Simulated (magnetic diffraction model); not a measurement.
## Which magnetic order? CePb11

Space group Pm-3m (no. 221), a = 10.2380 Å.

```
site  atom       x       y       z
 12j    Pb  0.7355     1/2  0.7355
 12i    Pb  0.6535       0  0.6535
  8g    Pb  0.1594  0.1594  0.1594
  1b    Pb     1/2     1/2     1/2
  3d    Ce       0     1/2       0
```

This is a made-up structure (elements placed in a structure type, unrelaxed), so the numbers test the method and describe no known phase.

Only Ce is taken to order (form factors of Ce3+); orders and moment sizes are assumed, and not adapted to the symmetry. Radiation: neutrons of λ = 2.36 Å, 5° to 60°; isotropic B of 0.3 Å² (Pb) and 0.28 Å² (Ce). Simulated constant-wavelength pattern: nuclear and magnetic terms add, the magnetic one as |2.695 fm × Σ f S⊥ exp(2πi Q·r) exp(−B s²)|², summed over all Q at one angle with the factor 1/(sin²θ cos θ). For collinear order S is the moment m, which repeats by lattice and centring translations R with the sign exp(−2πi k·R). Free-ion form factors, Sears's scattering lengths of 1992, no absorption; a label names one of the reflections at its angle. The strongest nuclear line in the range is 100, and lines under 0.2 are left out.

Above the ordering temperature:

```csv
2θ (°),index,I
13.24,(1 0 0),3.6
23.03,(1 1 1),4.7
26.66,(2 0 0),5.2
29.87,(2 1 0),2.1
32.80,(2 1 1),3.4
38.05,(2 2 0),2.4
40.46,(3 0 0),0.9
42.75,(3 1 0),19.2
44.95,(3 1 1),39.4
47.06,(2 2 2),44.9
49.11,(3 2 0),34.6
54.91,(4 0 0),5.3
56.75,(4 1 0),100.0
58.55,(4 1 1),75.1
```

Below it (cell unchanged):

| 2θ (°) | I |
| --- | --- |
| 11.46 | 0.9 |
| 13.24 | 3.6 |
| 22.04 | 1.3 |
| 23.03 | 4.7 |
| 26.66 | 5.2 |
| 29.10 | 0.6 |
| 29.87 | 2.1 |
| 32.80 | 3.4 |
| 34.85 | 0.5 |
| 38.05 | 2.4 |
| 39.87 | 0.7 |
| 40.46 | 0.9 |
| 42.75 | 19.2 |
| 44.41 | 0.3 |
| 44.95 | 39.4 |
| 47.06 | 44.9 |
| 48.60 | 0.4 |
| 49.11 | 34.6 |
| 52.55 | 0.5 |
| 54.91 | 5.3 |
| 56.75 | 100.0 |
| 58.55 | 75.1 |
| 59.88 | 0.3 |

**Question.** Find the propagation vector, then choose among these models:
A. collinear moments along [110], 1.7 μB on Ce; signs + at (0, 1/2, 0), + at (0, 0, 1/2), + at (1/2, 0, 0)
B. collinear moments along [110], 1.7 μB on Ce; signs + at (0, 1/2, 0), − at (0, 0, 1/2), − at (1/2, 0, 0)
C. collinear moments along [111], 1.7 μB on Ce; signs + at (0, 1/2, 0), − at (0, 0, 1/2), − at (1/2, 0, 0)
D. collinear moments along [111], 1.7 μB on Ce; signs + at (0, 1/2, 0), + at (0, 0, 1/2), + at (1/2, 0, 0)

The new lines index as (1/2 1/2 1/2) at 11.46°, (3/2 1/2 1/2) at 22.04°, (3/2 1/2 3/2) at 29.10° and (5/2 1/2 1/2) at 34.85°, that is as H ± k with k = (1/2 1/2 1/2). Half indices mean that the moments reverse under translations with k·R a half-integer, and the magnetic cell has twice the primitive volume.

Magnetic intensity, observed (below minus above) and for each model:

| 2θ (°) | index | observed | A | B | C | D |
| --- | --- | --- | --- | --- | --- | --- |
| 11.46 | (1/2 1/2 -1/2) | 0.9 | 0.9 | 1.9 | 1.7 | 0.5 |
| 22.04 | (3/2 1/2 1/2) | 1.3 | 1.3 | 0.9 | 1.0 | 1.4 |
| 29.10 | (3/2 3/2 1/2) | 0.6 | 0.6 | 0.7 | 0.7 | 0.6 |
| 34.85 | (5/2 1/2 1/2) | 0.5 | 0.5 | 0.7 | 0.6 | 0.4 |
| 39.87 | (5/2 3/2 1/2) | 0.7 | 0.7 | 0.6 | 0.6 | 0.8 |
| 52.55 | (7/2 3/2 1/2) | 0.5 | 0.5 | 0.6 | 0.6 | 0.5 |

Model A matches.

The structure used: k = (1/2 1/2 1/2), collinear moments along [110], 1.7 μB on Ce; signs + at (0, 1/2, 0), + at (0, 0, 1/2), + at (1/2, 0, 0).

[Logs are printed without paths, hosts, clocks, repeated set-up lines and the standing remarks that a program may print on its own settings, such as how far it seeks lower states.]
